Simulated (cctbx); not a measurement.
**Symmetry from intensities**

Cell: a = 4.1680 Å, b = 10.3410 Å, c = 13.8930 Å, α = 90.00°, β = 90.00°, γ = 90.00°. Expected content of the cell: Tm12 Ge8 Co8 Si4.

Simulated single-crystal data (cctbx): Ag Kα, λ = 0.56087 Å, to d = 0.77 Å, 50 % of the full sphere, strongest reflection 70000 counts, noise from counting, a 4 % proportional error and a noise floor of 15 counts (s.d.); no absorption.

Tests on the unmerged data give:

```text
2717 reflections to d = 0.770 A
centring   violations  <I/sigma> of those
    A        546 of  1346      7.8
    B        546 of  1359      7.7
    C          0 of  1339     -0.0
    I        605 of  1362      8.7
    R        775 of  1800      8.2
    F        546 of  2022      5.1
Laue class    unique    Rint  (classes that these axes allow; Friedel mates merged)
C 1 2/m 1         676   0.027
C 2/m 1 1         699   0.029
C m m m           411   0.031
space group    extra absences  I>4sigma  <I/sigma>
C 2 2 21                7          0       0.4  acentric
C 2 2 2                 0          0         -  acentric
C m m 2                 0          0         -  acentric
C m c 21               41          0      -0.0  acentric
C 2 m m                 0          0         -  acentric
C m 2 m                 0          0         -  acentric
C 2 c m                41          0      -0.0  acentric
C m c m                41          0      -0.0  centric
C m m m                 0          0         -  centric
Wilson B = 0.55 A^2   <|E^2-1|> = 0.857 (0.968 centric, 0.736 acentric)   E^2>4: 2.0 %
shell (A)         n   <I/sigma>
 4.85 - 1.53     64     26.1
 1.53 - 1.22     53     27.8
 1.22 - 1.07     44     27.4
 1.07 - 0.97     54     26.6
 0.97 - 0.90     49     27.7
 0.90 - 0.85     47     27.9
 0.85 - 0.81     46     23.0
 0.81 - 0.77     54     21.8
```

Q: Read the symmetry from these tables.

The reflections that C centring forbids are absent (⟨I/σ⟩ near 0), so the lattice is C.

Rint stays low (0.027 to 0.031) up to C m m m, the highest class in these axes.

9 settings pass the absence test. The most absences obeyed, 41, belong to C m c 21, C 2 c m and C m c m, which absences can't tell apart.

⟨|E²−1|⟩ = 0.857 lies between the two ideal values. The Wilson B of 0.55 Å² means U ≈ 0.0070 Å².

The true group is Cmcm (no. 63), Laue class mmm, centrosymmetric. The tables only narrow the choice to the tied entries; cell content, site symmetry and trial solutions must settle it.

The model was made for the exercise: a known structure type with other elements put in, its volume estimated, not relaxed; displacement parameters are assumed.

[Logs are printed without paths, hosts, clocks, repeated set-up lines and the standing remarks that a program may print on its own settings, such as how far it seeks lower states.]
